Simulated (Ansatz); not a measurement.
# G0W0 on several functionals: Cs2AgBiBr6 (Fm-3m)

How much of the starting functional survives in the G0W0 gap of Cs2AgBiBr6 (Fm-3m)?

Program: Ansatz 0.2.0. Level of theory: G0W0 on several functionals, plane waves, PAW. Results are calculated unless marked as measured.

In doubt: one-shot GW on d or f shells is unsure, so the values of those runs are not to be relied on.

### 1. Starting point

The structure is cubic, space group Fm-3m (No. 225). The conventional cell has a = 11.488 Å, b = 11.488 Å, c = 11.488 Å, α = 90.00°, β = 90.00°, γ = 90.00°. Nearest to Cs lie 12 Br at 4.06 Å. Nearest to Ag lie 6 Br at 2.86 Å. Nearest to Bi lie 6 Br at 2.88 Å. Nearest to Br lie 1 Ag at 2.86 Å and 1 Bi at 2.88 Å and 4 Cs at 4.06 Å. Farther neighbours and most contacts between anions are not listed.

As a file:

```cif
data_structure
_symmetry_space_group_name_H-M 'Fm-3m'
_symmetry_Int_Tables_number 225
_cell_length_a 11.4883
_cell_length_b 11.4883
_cell_length_c 11.4883
_cell_angle_alpha 90.000
_cell_angle_beta 90.000
_cell_angle_gamma 90.000
_cell_volume 1516.24
loop_
_atom_site_label
_atom_site_type_symbol
_atom_site_symmetry_multiplicity
_atom_site_Wyckoff_symbol
_atom_site_fract_x
_atom_site_fract_y
_atom_site_fract_z
_atom_site_occupancy
Cs1 Cs 8 c 0.25000 0.25000 0.75000 1
Ag1 Ag 4 b 0.50000 0.00000 0.00000 1
Bi1 Bi 4 a 0.00000 0.00000 0.00000 1
Br1 Br 24 e 0.25081 0.00000 0.00000 1
```

The cell and positions are those that the Materials Project relaxed with its own functionals (PBE, PBE+U or r2SCAN), kept fixed. Spin-orbit coupling is left out unless a step names it.

### 2. G0W0 on LDA

Now the one-shot GW correction: screening in the RPA, then the self-energy of the levels asked for. This step takes PAW set soft_1 files.

This step: G0W0 on LDA, plane waves, PAW; PAW set soft_1.

The input, input.yaml:

```yaml
crystal:
  lattice:
    - [0.0, 5.744148, 5.744148]
    - [5.744148, 0.0, 5.744148]
    - [5.744148, 5.744148, 0.0]
  atoms:
    - { symbol: Cs, position: [0.75, 0.75, 0.75] }
    - { symbol: Cs, position: [0.25, 0.25, 0.25] }
    - { symbol: Ag, position: [0.5, 0.5, 0.5] }
    - { symbol: Bi, position: [0.0, 0.0, 0.0] }
    - { symbol: Br, position: [0.749194, 0.250806, 0.250806] }
    - { symbol: Br, position: [0.250806, 0.250806, 0.749194] }
    - { symbol: Br, position: [0.250806, 0.749194, 0.749194] }
    - { symbol: Br, position: [0.250806, 0.749194, 0.250806] }
    - { symbol: Br, position: [0.749194, 0.250806, 0.749194] }
    - { symbol: Br, position: [0.749194, 0.749194, 0.250806] }
kpoints:
  mp_grid: { grid: [2, 2, 2] }
hamiltonian:
  xc: lda
  pseudopotentials: { kind: paw, azcp: { folder: soft_1 }, xc_functional: pbe }
scf:
  occupations: { method: fixed }
gw:
  n_empty_bands: 860
  ecut_chi: 100
  qp_bands: [v3, c3]
  qp_kpoints: band_edges
  screening: { model: contour_deformation }
```

The run is started by

```sh
ansatz run input.yaml --threads 4 --pin off --max-ram 138240MiB --backend cuda --events-out ev --progress --plain --runs-dir out --devices 1 --max-vram 26GiB
```

Numbers of over 12 decimals in the logs are rounded to 6 here.

The program printed:

```text
GPUs: using 1 of 1 available (devices: 1).
Engine: ansatz 0.2.0, x86_64-unknown-linux-gnu
Pseudopotentials: kind: paw
Pseudopotential: Cs, paw, valence charge 9, recommended cutoff 420 eV (normal), soft_1/Cs.paw.azcp
Pseudopotential: Ag, paw, valence charge 19, recommended cutoff 420 eV (normal), soft_1/Ag.paw.azcp
Pseudopotential: Bi, paw, valence charge 15, recommended cutoff 420 eV (normal), soft_1/Bi.paw.azcp
Pseudopotential: Br, paw, valence charge 7, recommended cutoff 420 eV (normal), soft_1/Br.paw.azcp
Functional definition: SPW92
  exchange = slater_x
  correlation = pw_c
device memory: the entry about to start is reckoned to put 4.5 GiB on a device that reports 66.3 GiB free (of which the cap on the GPU budget leaves the run 26.0 GiB)
GPU FFT provider: cuFFT
GPU libraries: cuBLAS 13.8.2, cuFFT 12.4.0, cuSOLVER 12.3.4
Crystal: 10 atoms, lattice volume = 379.059 Å³
Basis set: ecut = 420 eV, 7391 PW (Γ)
Bands: 57, of which v1, the nominal top of the filled ones, is band 47 counted from 1 (46 counted from 0)
Symmetry: 48 space group operations
Space group: Fm-3m (ITA 225), of the structure as read, at distance tolerance 7.2e-5 Å
k-points: 3 of 8
Non-local potential: Cs, projectors of the file, l = 0: 3, l = 1: 2, l = 2: 2, l = 3: 2
Non-local potential: Ag, projectors of the file, l = 0: 3, l = 1: 2, l = 2: 2, l = 3: 1
Non-local potential: Bi, projectors of the file, l = 0: 2, l = 1: 2, l = 2: 2, l = 3: 1
Non-local potential: Br, projectors of the file, l = 0: 2, l = 1: 2, l = 2: 2
PAW form: soft (Blöchl's): semilocal exchange-correlation on the pseudo side does not see the compensation charge
PAW frozen core: Cs, regenerated for the run's functional, and the local potential with it (the file was generated under x = pbe(κ = 0.804, μ = 0.219515), c = pbe(β = 0.066725))
PAW frozen core: Ag, regenerated for the run's functional, and the local potential with it (the file was generated under x = pbe(κ = 0.804, μ = 0.219515), c = pbe(β = 0.066725))
PAW frozen core: Bi, regenerated for the run's functional, and the local potential with it (the file was generated under x = pbe(κ = 0.804, μ = 0.219515), c = pbe(β = 0.066725))
PAW frozen core: Br, regenerated for the run's functional, and the local potential with it (the file was generated under x = pbe(κ = 0.804, μ = 0.219515), c = pbe(β = 0.066725))
PAW one-centre angular grid: Cs, 194 points (default); XC on 64 Gauss nodes
PAW one-centre angular grid: Ag, 590 points (default); XC on 64 Gauss nodes
PAW one-centre angular grid: Bi, 590 points (default); XC on 64 Gauss nodes
PAW one-centre angular grid: Br, 110 points (default); XC on 64 Gauss nodes
Initial density: superposition of atomic densities (chi_scale 0.1, normalization cell, long waves kept (reshape's long-wave potential 0.00 eV rms))
Initial wavefunctions: pseudopotential atomic-orbital guess
GPU buffer pool allocated for 216000 grid points (all kernels)
GPU transforms: local potential and band sums: pruned to the plane-wave sphere, on 54×60×60
Functional: x = slater, c = lda
SCF iter   1: F=—  HF=-46732.149829 eV  |F-HF|=—  |Δ(HF+E_count)|=         —  Δρ=2.67e-2  dr2=5.95e0  ethr=3.10e-3  ⟨swp⟩=5.3  Hψ=579  notcnv=0  defer=13
preconditioner: auto → Resta (q_TF=auto, 2.163 Å⁻¹)  ε∞=3.8  [insulator: Δε(μ)=1.333 eV  Ē_g=9.699 eV  n_scr=58 (ndim 8)  ℏωp=16.2 eV  f_vac=0.014  ε∞_Penn≈3.8]
SCF iter   2: F=—  HF=-46730.319724 eV  |F-HF|=—  |Δ(HF+E_count)|=    1.83e0  Δρ=1.12e-2  dr2=1.35e0  ethr=3.10e-3  ⟨swp⟩=3.0  Hψ=355  notcnv=0  defer=22
SCF iter   3: F=—  HF=-46729.762507 eV  |F-HF|=—  |Δ(HF+E_count)|=   5.57e-1  Δρ=5.27e-3  dr2=2.79e-1  ethr=1.44e-3  ⟨swp⟩=2.3  Hψ=318  notcnv=0  defer=23
SCF iter   4: F=—  HF=-46729.628126 eV  |F-HF|=—  |Δ(HF+E_count)|=   1.34e-1  Δρ=2.00e-3  dr2=3.54e-2  ethr=2.97e-4  ⟨swp⟩=2.3  Hψ=281  notcnv=0  defer=24
SCF iter   5: F=—  HF=-46729.615047 eV  |F-HF|=—  |Δ(HF+E_count)|=   1.31e-2  Δρ=7.18e-4  dr2=2.24e-3  ethr=3.76e-5  ⟨swp⟩=2.7  Hψ=287  notcnv=0  defer=23
SCF iter   6: F=—  HF=-46729.614897 eV  |F-HF|=—  |Δ(HF+E_count)|=   1.50e-4  Δρ=1.14e-4  dr2=9.05e-5  ethr=2.38e-6  ⟨swp⟩=2.0  Hψ=295  notcnv=0  defer=22
SCF iter   7: F=—  HF=-46729.614914 eV  |F-HF|=—  |Δ(HF+E_count)|=   1.69e-5  Δρ=4.87e-5  dr2=9.88e-6  ethr=9.63e-8  ⟨swp⟩=2.0  Hψ=283  notcnv=0  defer=22
SCF iter   8: F=—  HF=-46729.614914 eV  |F-HF|=—  |Δ(HF+E_count)|=   2.24e-7  Δρ=9.20e-6  dr2=3.09e-7  ethr=1.05e-8  ⟨swp⟩=2.0  Hψ=292  notcnv=0  defer=21
SCF iter   9: F=-46729.614914 eV  HF=-46729.614914 eV  |F-HF|=1.35e-9  |Δ(HF+E_count)|=   2.52e-7  Δρ=1.14e-6  dr2=4.64e-9  ethr=1.06e-10  ⟨swp⟩=17.3  Hψ=811  notcnv=0
SCF 1 converged in 9 iterations: F = -46729.614914 eV  dr2 = 4.64e-9
  greatest PAW one-centre occupation: 1.001 electrons in one spin orbital (limit 2), on the Ag atom at site 2 (counted from 0), in its partial waves of l = 0
device memory: the entry about to start is reckoned to put 5.5 GiB (of the 5.6 GiB reckoned in all, the device holds 0.1 GiB already) on a device that reports 66.2 GiB free (of which the cap on the GPU budget leaves the run 25.9 GiB)
NSCF: frozen V_eff on 3 k-points
the band table was solved once the SCF had ended and its energy, with any forces and stress, was formed, with the checks that follow a solve (700 applications of the Hamiltonian). They found nothing against the state; the energy, forces and stress were not computed again (output.eigenvalues in the input reference)
device memory: the entry about to start is reckoned to put 8.2 GiB on a device that reports 66.2 GiB free (of which the cap on the GPU budget leaves the run 26.0 GiB)
NSCF: frozen V_eff on 3 k-points
G₀W₀ screening: q 1/3
[... further progress lines ...]
device memory: the entry about to start is reckoned to put 1.4 GiB on a device that reports 66.1 GiB free (of which the cap on the GPU budget leaves the run 26.0 GiB)
NSCF: frozen V_eff on 1 k-points
device memory: the entry about to start is reckoned to put 1.4 GiB on a device that reports 66.1 GiB free (of which the cap on the GPU budget leaves the run 26.0 GiB)
NSCF: frozen V_eff on 1 k-points
SCF converged after 9 iterations
Free energy (F): -46729.614914 eV
Harris-Foulkes:  -46729.614914 eV  (|F-HF|=1.35e-9)
Internal energy: -46729.614914 eV  (E = F + TS)
E sigma→0 (E₀):  -46729.614914 eV
Fermi energy:    3.248753 eV
--- Per-component energies (eV) ---
  E_band       = -881.137894
  E_kinetic    = 1795.934867
  E_local      = -8081.483638  (includes V_loc(G=0)·N_el)
  E_nonlocal   = 824.112293
  E_hartree    = 3348.814013
  E_xc         = -1831.178836
  E_vxc        = -1262.343050  (∫ρ·V_xc dr)
  E_paw        = -37327.601586  (= ΣΔE_a)
  E_vpaw       = -854.983680  (= ΣTr[D̂ρ^β])
  E_aug_tail   = 0.000598  (compensation charges beyond the density's cutoff)
  E_ewald      = -5460.712800
  E_core_change = 2.500174  (= ΣΔE_core)
  E_smearing   = -0.000000  (= −TS)
  E_closure    = -0.000000  (closes the sum)
  Σ components = -46729.614914   (vs F -46729.614914, Δ=0.00e0)
--- Band table (eV) ---
  k-point 0: bands = [... 43 lower, 2.3366, 2.3366, 2.7088, 2.7088, 5.4414, 5.4414, 5.4414, 6.6244, ... 6 higher]
  k-point 1: bands = [... 43 lower, 2.0477, 2.0569, 2.2366, 2.2366, 4.3913, 6.7009, 6.7009, 8.0086, ... 6 higher]
  k-point 2: bands = [... 43 lower, 1.9733, 2.3215, 2.7036, 3.2488, 5.8934, 5.8934, 6.2229, 7.2948, ... 6 higher]
--- G₀W₀: contour deformation, 7 samples at zero and on the imaginary axis and 2 off it, 8 q-points, 860 empty bands' worth ---
  eigenvalues of the whole cell's RPA ε∞ on this k-mesh (on a slab, of 1 + 4πα/V) = 6.1629, 6.1629, 6.1629; static W/v taken at q = 0 is 0.162261
  bands read: the sum over 907 bands ends inside a degenerate multiplet in 3 slots, whose members it reads at an even weight; the widest, k=0: bands 906 to 908 (counted from 1) at 2/3 each
  gw.qp_kpoints: band_edges: 3 of 3 stored k-points solved, in 1 pass; an edge of the gap read off the rows below is read off those points alone
  `?` marks the rows in doubt; gw_qp.tsv's column doubts and the gw_qp event give each row's grounds
    ik  band        ε_KS         Σx   Σc(E_QP)       V_xc       Z   E_QP_lin       E_QP  E_QP is
     0    45      2.3366   -19.7471     2.8010   -16.1358  0.7292     1.5049     1.5264  root
     0    46      2.7088   -25.9629     3.1788   -22.2666  0.7282     2.1837     2.1913  root
     0    47      2.7088   -25.9629     3.1788   -22.2666  0.7282     2.1837     2.1913  root
     0    48      5.4414    -9.5043    -3.5050   -13.6876  0.7648     6.1312     6.1196  root
     0    49      5.4414    -9.5043    -3.5050   -13.6876  0.7648     6.1312     6.1196  root
     0    50      5.4414    -9.5043    -3.5050   -13.6876  0.7648     6.1312     6.1196  root
     1    45      2.0569   -19.3831     2.8683   -15.6853  0.7251     1.2030     1.2274  root
     1    46      2.2366   -22.0811     3.0525   -18.3353  0.7223     1.5286     1.5434  root
     1    47      2.2366   -22.0811     3.0525   -18.3353  0.7223     1.5286     1.5434  root
     1    48      4.3913    -9.7210    -3.5114   -13.9082  0.7704     5.0767     5.0672  root
     1    49      6.7009   -12.5164    -3.5180   -16.7647  0.8495     7.5318     7.4312  root ?
     1    50      6.7009   -12.5164    -3.5180   -16.7647  0.8495     7.5318     7.4312  root ?
     2    45      2.3215   -19.6905     2.7949   -16.0860  0.7292     1.4904     1.5119  root
     2    46      2.7036   -25.9694     3.1845   -22.2668  0.7279     2.1778     2.1855  root
     2    47      3.2488   -24.1059     2.4016   -21.3078  0.7416     2.8486     2.8523  root
     2    48      5.8934   -10.4211    -3.5903   -14.7069  0.7535     6.6042     6.5888  root
     2    49      5.8934   -10.4211    -3.5903   -14.7069  0.7535     6.6042     6.5888  root
     2    50      6.2229   -10.9226    -3.6937   -15.3282  0.7435     6.9544     6.9348  root
```

It took 11 s on 1 × NVIDIA H100 80GB HBM3 (shared by 3 runs) with 4 threads of AMD EPYC 7R13 (Zen 3), shared host; peak memory 2 GiB.

This step gave:

```yaml
bands_summed: 907
rpa_eps_infinity_on_this_mesh_eigenvalues: 6.163, 6.163, 6.163
plane_waves_in_the_screening_matrix: 869
q_points_in_the_mesh: 8
g0w0_gap_on_the_mesh: 2.215 eV
k_of_the_valence_top: 0, -0.5, -0.5
k_of_the_conduction_bottom: 0, 0, -0.5
starting_gap_on_the_mesh: 1.143 eV
z_at_the_valence_top: 0.7416
z_at_the_conduction_bottom: 0.7704
least_direct_g0w0_gap_on_the_computed_points: 3.524 eV
```

The gap on the mesh goes from 1.14 eV to 2.21 eV, a correction of +1.07 eV. Between the two edge states, bare exchange in place of the xc potential would open the gap by 6.99 eV, and correlation takes back 5.91 eV.

### 3. G0W0 on PBEsol

One-shot GW remembers its start. Another functional's orbitals and levels show by how much.

This step: G0W0 on PBEsol, plane waves, PAW; PAW set soft_1.

Edit input.yaml of step 2 so:

```diff
@@ -19,3 +19,3 @@
 hamiltonian:
-  xc: lda
+  xc: pbesol
   pseudopotentials: { kind: paw, azcp: { folder: soft_1 }, xc_functional: pbe }
```

The program printed:

```text
GPUs: using 1 of 1 available (devices: 1).
[...]
GPU FFT provider: cuFFT
GPU libraries: cuBLAS 13.8.2, cuFFT 12.4.0, cuSOLVER 12.3.4
Crystal: 10 atoms, lattice volume = 379.059 Å³
Basis set: ecut = 420 eV, 7391 PW (Γ)
Bands: 57, of which v1, the nominal top of the filled ones, is band 47 counted from 1 (46 counted from 0)
Symmetry: 48 space group operations
[...]
k-points: 3 of 8
[...]
GPU buffer pool allocated for 216000 grid points (all kernels)
[...]
SCF iter   1: F=—  HF=-47370.914626 eV  |F-HF|=—  |Δ(HF+E_count)|=         —  Δρ=2.76e-2  dr2=6.03e0  ethr=3.10e-3  ⟨swp⟩=5.3  Hψ=579  notcnv=0  defer=13
[...]
SCF iter   9: F=-47368.421003 eV  HF=-47368.421003 eV  |F-HF|=1.50e-8  |Δ(HF+E_count)|=   7.51e-7  Δρ=1.99e-6  dr2=1.70e-8  ethr=1.06e-10  ⟨swp⟩=17.7  Hψ=846  notcnv=0
SCF 1 converged in 9 iterations: F = -47368.421003 eV  dr2 = 1.70e-8
[...]
NSCF: frozen V_eff on 3 k-points
[...]
G₀W₀ screening: q 1/3
[... further progress lines ...]
[...]
SCF converged after 9 iterations
Free energy (F): -47368.421003 eV
[...]
Internal energy: -47368.421003 eV  (E = F + TS)
E sigma→0 (E₀):  -47368.421003 eV
Fermi energy:    3.471001 eV
[...]
--- Band table (eV) ---
  k-point 0: bands = [... 43 lower, 2.5149, 2.5149, 2.9165, 2.9165, 5.7195, 5.7195, 5.7195, 7.0333, ... 6 higher]
  k-point 1: bands = [... 43 lower, 2.2320, 2.2393, 2.4320, 2.4320, 4.6884, 6.9627, 6.9627, 8.3922, ... 6 higher]
  k-point 2: bands = [... 43 lower, 2.1712, 2.5006, 2.9116, 3.4710, 6.1640, 6.1640, 6.4914, 7.6147, ... 6 higher]
[...]
0    45      2.5149   -19.7374     2.8392   -15.9388  0.7324     1.5252     1.5555  root
     0    46      2.9165   -26.1155     3.2531   -22.1981  0.7306     2.2397     2.2523  root
     0    47      2.9165   -26.1155     3.2531   -22.1981  0.7306     2.2397     2.2523  root
     0    48      5.7195    -9.4651    -3.4344   -13.4009  0.7676     6.2267     6.2209  root
     0    49      5.7195    -9.4651    -3.4344   -13.4009  0.7676     6.2267     6.2209  root
     0    50      5.7195    -9.4651    -3.4344   -13.4009  0.7676     6.2267     6.2209  root
     1    45      2.2393   -19.3841     2.9078   -15.4962  0.7284     1.2251     1.2592  root
     1    46      2.4320   -22.3154     3.1248   -18.3525  0.7254     1.5731     1.5939  root
[...]
2    47      3.4710   -24.1729     2.4545   -21.1592  0.7443     2.9044     2.9118  root
     2    48      6.1640   -10.3545    -3.5155   -14.3990  0.7569     6.7009     6.6930  root
     2    49      6.1640   -10.3545    -3.5155   -14.3990  0.7569     6.7009     6.6930  root
     2    50      6.4914   -10.8609    -3.6107   -15.0235  0.7476     7.0536     7.0433  root
```

Elapsed: 17 s, on 1 × NVIDIA H100 80GB HBM3 (shared by 3 runs) with 4 threads; peak memory 2 GiB; 18 s of CPU time.

This step gave:

```
bands summed                                 : 907
RPA ε∞ on this mesh (eigenvalues)            : 5.845, 5.845, 5.845
plane waves in the screening matrix          : 869
q-points in the mesh                         : 8
G0W0 gap on the mesh                         : 2.263 eV
k of the valence top                         : 0, -0.5, -0.5
k of the conduction bottom                   : 0, 0, -0.5
starting gap on the mesh                     : 1.217 eV
Z at the valence top                         : 0.7443
Z at the conduction bottom                   : 0.7731
least direct G0W0 gap on the computed points : 3.581 eV
```

Against the run with 2×2×2 mesh, 860 empty bands, screening to 100 eV, PAW set soft_1 files on LDA, the gap moves by +0.05 eV, while the start moved by +0.07 eV.

### 4. G0W0 on PBE

This step: G0W0 on PBE, plane waves, PAW; PAW set soft_1.

Edit input.yaml of step 3 so:

```diff
@@ -19,4 +19,4 @@
 hamiltonian:
-  xc: pbesol
-  pseudopotentials: { kind: paw, azcp: { folder: soft_1 }, xc_functional: pbe }
+  xc: pbe
+  pseudopotentials: { kind: paw, azcp: { folder: soft_1 } }
 scf:
```

The program printed:

```text
GPUs: using 1 of 1 available (devices: 1).
[...]
GPU FFT provider: cuFFT
GPU libraries: cuBLAS 13.8.2, cuFFT 12.4.0, cuSOLVER 12.3.4
Crystal: 10 atoms, lattice volume = 379.059 Å³
Basis set: ecut = 420 eV, 7391 PW (Γ)
Bands: 57, of which v1, the nominal top of the filled ones, is band 47 counted from 1 (46 counted from 0)
Symmetry: 48 space group operations
[...]
k-points: 3 of 8
[...]
1    46      2.5426   -22.4643     3.1445   -18.4236  0.7286     1.6218     1.6464  root
[...]
2    47      3.5903   -24.2256     2.4695   -21.1345  0.7469     2.9597     2.9687  root
     2    48      6.3527   -10.3402    -3.4719   -14.2409  0.7599     6.7861     6.7814  root
     2    49      6.3527   -10.3402    -3.4719   -14.2409  0.7599     6.7861     6.7814  root
     2    50      6.6682   -10.8326    -3.5625   -14.8577  0.7514     7.1374     7.1308  root
[key lines of the parts left out:]
SCF converged after 9 iterations
Free energy (F): -48042.114648 eV
Fermi energy:    3.590328 eV
```

Elapsed: 24 s, on 1 × NVIDIA H100 80GB HBM3 (shared by 3 runs) with 4 threads; peak memory 2 GiB; 37 s of CPU time.

Numbers from this step:

```yaml
bands_summed: 907
rpa_eps_infinity_on_this_mesh_eigenvalues: 5.523, 5.523, 5.523
plane_waves_in_the_screening_matrix: 869
g0w0_gap_on_the_mesh: 2.297 eV
k_of_the_valence_top: 0, -0.5, -0.5
k_of_the_conduction_bottom: 0, 0, -0.5
starting_gap_on_the_mesh: 1.313 eV
least_direct_g0w0_gap_on_the_computed_points: 3.619 eV
```

Against the run with 2×2×2 mesh, 860 empty bands, screening to 100 eV, PAW set soft_1 files on PBEsol, the gap moves by +0.03 eV, while the start moved by +0.10 eV.

[end of part 1 of 2]

[Paths, hosts, dates, memory and timing lines, banners, echoed tables and standing remarks are left out of the program output.]

[Logs are printed without paths, hosts, clocks, repeated set-up lines and the standing remarks that a program may print on its own settings, such as how far it seeks lower states.]

[Runs of the session that timed out or met a known fault of the program may be left out.]

[Cells called generated may have been cut or substituted from an entry of the Crystallography Open Database or the Materials Project.]

[Hosts, paths, dates, database ids (printed as entryN), source tags and the programs' standing remarks are cut or masked in the printed files.]
